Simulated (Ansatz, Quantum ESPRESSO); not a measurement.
# BN (F-43m): phonons by linear response

How does BN (F-43m) vibrate, and is this structure a minimum?

Main program and level: Quantum ESPRESSO 7.5; DFT PBE, scalar-relativistic, plane waves, GBRV ultrasoft pseudopotentials.

Experimental background.

“Equation of state of cubic boron nitride at high pressures and temperatures” (2007, arxiv:cond-mat/0702656) reports for BN, zinc blende, by single-crystal x-ray diffraction (micron-sized single crystals selected from powder, 295 K): lattice constant a (a at ambient conditions) 3.6152 ± 0.0002 Å.

“Strong Confinment of optical fields using localised surface phonon polaritons in cubic Boron Nitride” (2018, arxiv:1812.11146) reports for BN, zinc blende (cubic), by Raman scattering, 488 nm excitation (commercial high-pressure high-temperature grown grain, about 200 um): Raman mode (TO phonon at Gamma) 1056 cm⁻¹.

## 1. The starting structure

It takes space group F-43m (No. 216, cubic). Conventional cell: a = 3.626 Å, b = 3.626 Å, c = 3.626 Å, α = 90.00°, β = 90.00°, γ = 90.00°. Nearest to B lie 4 N at 1.57 Å. Nearest to N lie 4 B at 1.57 Å. Farther neighbours and most contacts between anions are not listed.

## 2. A first look

A cheap run with smearing and empty bands tells whether the crystal has a gap, which decides between fixed occupations and smearing later on.

probe.in reads:

```
&control
   calculation = 'scf'
   prefix = 'x'
   outdir = './tmp'
   pseudo_dir = './pseudo'
   tprnfor = .true.
   tstress = .true.
   verbosity = 'high'
/
&system
   ibrav = 2
   celldm(1) = 6.85215071
   nat = 2
   ntyp = 2
   ecutwfc = 45.0
   ecutrho = 270.0
   occupations = 'smearing'
   smearing = 'gaussian'
   degauss = 0.01
/
&electrons
   conv_thr = 1.0d-07
   mixing_beta = 0.7
   electron_maxstep = 100
/
ATOMIC_SPECIES
 B      10.8100  B.upf
 N      14.0070  N.upf
ATOMIC_POSITIONS crystal
 B      0.000000000   0.000000000   0.000000000
 N      0.750000000   0.750000000   0.750000000
K_POINTS automatic
 8 8 8 0 0 0
```

Run with:

```sh
$ OMP_NUM_THREADS=1 mpirun -n 4 pw.x -nk 4 -in probe.in > probe.out
```

The program printed:

```text
[banners, grids, parts of the stress and lines that vanish by symmetry left out]
Program PWSCF v.7.5
     bravais-lattice index     =            2
     lattice parameter (alat)  =       6.8522  a.u.
[...]
kinetic-energy cutoff     =      45.0000  Ry
     charge density cutoff     =     270.0000  Ry
     scf convergence threshold =      1.0E-07
[...]
Exchange-correlation= SLA  PW   PBE  PBE
                           (   1   4   3   4   0   0   0)
[...]
24 Sym. Ops. (no inversion) found
[...]
(     0          1          0      )
                  (     0          0          1      )
[...]
(  0.0000000  1.0000000  0.0000000 )
                  (  0.0000000  0.0000000  1.0000000 )
[...]
(     1          0         -1      )
                  (     0          0         -1      )
[...]
(  0.0000000  1.0000000  0.0000000 )
[...]
(    -1          0          1      )
                  (    -1          0          0      )
[...]
(  0.0000000  0.0000000  1.0000000 )
                  (  0.0000000 -1.0000000  0.0000000 )
[...]
number of k points=    29  Gaussian smearing, width (Ry)=  0.0100
[...]
End of self-consistent calculation
[...]
the Fermi energy is    14.9384 ev
!    total energy              =     -26.71029504 Ry
[...]
convergence has been achieved in   6 iterations
[...]
atom    1 type  1   force =     0.00000000    0.00000000    0.00000000
     atom    2 type  2   force =     0.00000000    0.00000000    0.00000000
[...]
Total force =     0.000000     Total SCF correction =     0.000000
[...]
total   stress  (Ry/bohr**3)                   (kbar)     P=       -5.06
[...]
XML data file, charge density, pseudopotentials, collected wavefunctions

   JOB DONE.
```

Elapsed: 1.1 s, on 4 MPI ranks of Arm Neoverse V2, shared host.

Numbers from this step:

```
volume per atom   : 5.959 Å³
pressure          : -0.506 GPa
gap on the k-mesh : 4.465 eV
```

A gap of 4.5 eV opens on this mesh, so the crystal is taken as an insulator; the start stands at -0.51 GPa.

## 3. Relaxing the cell and atoms

The relaxation runs at a cutoff a fifth above that of the response, since stress converges more slowly with the basis than frequencies do. Forces and stress are brought to rest with tight thresholds.

relax.in reads:

```
&control
   calculation = 'vc-relax'
   prefix = 'x'
   outdir = './tmp'
   pseudo_dir = './pseudo'
   tprnfor = .true.
   tstress = .true.
   forc_conv_thr = 2.0d-05
   etot_conv_thr = 1.0d-07
   nstep = 40
/
&system
   ibrav = 2
   celldm(1) = 6.85215071
   nat = 2
   ntyp = 2
   ecutwfc = 54
   ecutrho = 324.0
   occupations = 'fixed'
   nbnd = 6
/
&electrons
   conv_thr = 1.0d-11
   mixing_beta = 0.7
   electron_maxstep = 100
/
&ions
/
&cell
   press_conv_thr = 0.2
/
ATOMIC_SPECIES
 B      10.8100  B.upf
 N      14.0070  N.upf
ATOMIC_POSITIONS crystal
 B      0.000000000   0.000000000   0.000000000
 N      0.750000000   0.750000000   0.750000000
K_POINTS automatic
 10 10 10 0 0 0
```

Run with:

```sh
$ OMP_NUM_THREADS=1 mpirun -n 4 pw.x -nk 4 -in relax.in > relax.out
```

The program printed:

```text
[banners, grids, parts of the stress and lines that vanish by symmetry left out]
[banner, memory and clock lines left out]
Program PWSCF v.7.5

[...]
kinetic-energy cutoff     =      54.0000  Ry
     charge density cutoff     =     324.0000  Ry
     scf convergence threshold =      1.0E-11
[...]
energy convergence thresh.=      1.0E-07
     force convergence thresh. =      2.0E-05
     press convergence thresh. =      2.0E-01
     Exchange-correlation= SLA  PW   PBE  PBE
                           (   1   4   3   4   0   0   0)
[...]
24 Sym. Ops. (no inversion) found
[...]
number of k points=    47
[...]
End of self-consistent calculation
[...]
highest occupied, lowest unoccupied level (ev):    11.0161   15.4812
!    total energy              =     -26.71068449 Ry
[...]
convergence has been achieved in  11 iterations
[...]
atom    1 type  1   force =     0.00000000    0.00000000    0.00000000
     atom    2 type  2   force =     0.00000000    0.00000000    0.00000000
     Total force =     0.000000     Total SCF correction =     0.000000
[...]
total   stress  (Ry/bohr**3)                   (kbar)     P=       -7.74
[...]
number of bfgs steps    =   0
[...]
CELL_PARAMETERS (alat=  6.85215071)
[...]
ATOMIC_POSITIONS (crystal)
B                0.0000000000        0.0000000000        0.0000000000
N                0.7500000000        0.7500000000        0.7500000000
[...]
New effective cutoffs (rho, wfc):  323.73   54.12
[...]
End of self-consistent calculation
[...]
highest occupied, lowest unoccupied level (ev):    11.0790   15.5485
!    total energy              =     -26.71068540 Ry
[...]
convergence has been achieved in   6 iterations
[...]
atom    1 type  1   force =     0.00000000    0.00000000    0.00000000
     atom    2 type  2   force =     0.00000000   -0.00000000    0.00000000
     Total force =     0.000000     Total SCF correction =     0.000000
[...]
total   stress  (Ry/bohr**3)                   (kbar)     P=        6.93
[...]
number of bfgs steps    =   1
[...]
CELL_PARAMETERS (alat=  6.85215071)
[...]
ATOMIC_POSITIONS (crystal)
B                0.0000000000        0.0000000000       -0.0000000000
N                0.7500000000        0.7500000000        0.7500000000
[...]
New effective cutoffs (rho, wfc):  323.33   54.06
[...]
End of self-consistent calculation
[...]
highest occupied, lowest unoccupied level (ev):    11.0493   15.5167
!    total energy              =     -26.71068891 Ry
[...]
convergence has been achieved in   8 iterations
[...]
atom    1 type  1   force =    -0.00000000    0.00000000   -0.00000000
     atom    2 type  2   force =     0.00000000    0.00000000    0.00000000
     Total force =     0.000000     Total SCF correction =     0.000000
[...]
total   stress  (Ry/bohr**3)                   (kbar)     P=       -0.02
[...]
number of bfgs steps    =   2
[...]
small trust_radius: resetting bfgs history
[...]
CELL_PARAMETERS (alat=  6.85215071)
[...]
ATOMIC_POSITIONS (crystal)
B               -0.0000000000       -0.0000000000        0.0000000000
N                0.7500000000        0.7500000000        0.7500000000
[...]
New effective cutoffs (rho, wfc):  323.33   54.06
[...]
End of self-consistent calculation
[...]
highest occupied, lowest unoccupied level (ev):    11.0494   15.5169
!    total energy              =     -26.71068891 Ry
[...]
convergence has been achieved in   4 iterations
[...]
atom    1 type  1   force =    -0.00000000   -0.00000000   -0.00000000
     atom    2 type  2   force =     0.00000000    0.00000000    0.00000000
     Total force =     0.000000     Total SCF correction =     0.000000
[...]
total   stress  (Ry/bohr**3)                   (kbar)     P=        0.01
[...]
bfgs converged in   4 scf cycles and   3 bfgs steps
[...]
End of BFGS Geometry Optimization
     Final enthalpy           =     -26.7106889142 Ry
     File ./tmp/x.bfgs deleted, as requested
[...]
CELL_PARAMETERS (alat=  6.85215071)
[...]
ATOMIC_POSITIONS (crystal)
B               -0.0000000000       -0.0000000000        0.0000000000
N                0.7500000000        0.7500000000        0.7500000000
[...]
Final scf calculation at the relaxed structure.
[...]
kinetic-energy cutoff     =      54.0000  Ry
     charge density cutoff     =     324.0000  Ry
     scf convergence threshold =      1.0E-13
[...]
press convergence thresh. =      2.0E-01
     Exchange-correlation= SLA  PW   PBE  PBE
                           (   1   4   3   4   0   0   0)
[...]
24 Sym. Ops. (no inversion) found
[...]
number of k points=    47
[...]
c_bands:  1 eigenvalues not converged
[...]
End of self-consistent calculation
[...]
highest occupied, lowest unoccupied level (ev):    11.0494   15.5169
!    total energy              =     -26.71068471 Ry
[...]
convergence has been achieved in  14 iterations
[...]
atom    1 type  1   force =     0.00000000   -0.00000000   -0.00000000
     atom    2 type  2   force =     0.00000000    0.00000000   -0.00000000
     Total force =     0.000000     Total SCF correction =     0.000000
[...]
total   stress  (Ry/bohr**3)                   (kbar)     P=        0.01
[...]
XML data file, charge density, pseudopotentials, collected wavefunctions
```

The job ended after 3.9 s (4 MPI ranks; 15 s of CPU time).

Little changed from the start: no atom moved by 0.005 Å and no cell edge by 0.1 %.

The last row of the table of steps is pw.x's closing run on a basis chosen anew for the final cell, so its energy can jump.

Read from the output:

```
volume per atom   : 5.947 Å³
pressure          : 0.001 GPa
gap on the k-mesh : 4.467 eV
```

The volume changes by -0.2 % from the cell with which this run began.

## 4. Ground state

Perturbation theory inherits every error of the wavefunctions, so the threshold is set near the limit of the arithmetic. With a gap, occupations are fixed, which also allows the response to an electric field.

scf.in reads:

```
&control
   calculation = 'scf'
   prefix = 'x'
   outdir = './tmp'
   pseudo_dir = './pseudo'
   tprnfor = .true.
   tstress = .true.
/
&system
   ibrav = 2
   celldm(1) = 6.84736768
   nat = 2
   ntyp = 2
   ecutwfc = 45.0
   ecutrho = 270.0
   occupations = 'fixed'
   nbnd = 6
/
&electrons
   conv_thr = 1.0d-12
   mixing_beta = 0.7
   electron_maxstep = 100
/
ATOMIC_SPECIES
 B      10.8100  B.upf
 N      14.0070  N.upf
ATOMIC_POSITIONS crystal
 B      0.000000000   0.000000000   0.000000000
 N      0.750000000   0.750000000   0.750000000
K_POINTS automatic
 12 12 12 0 0 0
```

Run with:

```sh
$ OMP_NUM_THREADS=1 mpirun -n 4 pw.x -nk 4 -in scf.in > scf.out
```

The program printed:

```text
[banners, grids, parts of the stress and lines that vanish by symmetry left out]
[banner, memory and clock lines left out]
Program PWSCF v.7.5

[...]
kinetic-energy cutoff     =      45.0000  Ry
     charge density cutoff     =     270.0000  Ry
     scf convergence threshold =      1.0E-12
[...]
Exchange-correlation= SLA  PW   PBE  PBE
                           (   1   4   3   4   0   0   0)
[...]
24 Sym. Ops. (no inversion) found
[...]
number of k points=    72
[...]
End of self-consistent calculation
[...]
highest occupied, lowest unoccupied level (ev):    11.0503   15.5175
!    total energy              =     -26.71031310 Ry
[...]
convergence has been achieved in  15 iterations
[...]
atom    1 type  1   force =     0.00000000    0.00000000    0.00000000
     atom    2 type  2   force =    -0.00000000    0.00000000   -0.00000000
     Total force =     0.000000     Total SCF correction =     0.000000
[...]
total   stress  (Ry/bohr**3)                   (kbar)     P=        2.72
[...]
XML data file, charge density, pseudopotentials, collected wavefunctions
```

Elapsed: 1.9 s, on 4 MPI ranks.

Numbers from this step:

```
pressure : 0.272 GPa
```

The cell stands at 0.27 GPa, close enough for stiff modes, while soft ones can move.

(Part 1 of 4 ends here.)

[Host names and launcher messages were left out of these logs when they were recorded.]

[Logs are printed without paths, hosts, clocks, repeated set-up lines and the standing remarks that a program may print on its own settings, such as how far it seeks lower states.]

[Hosts, paths, dates, database ids (printed as entryN), source tags and the programs' standing remarks are cut or masked in the printed files.]
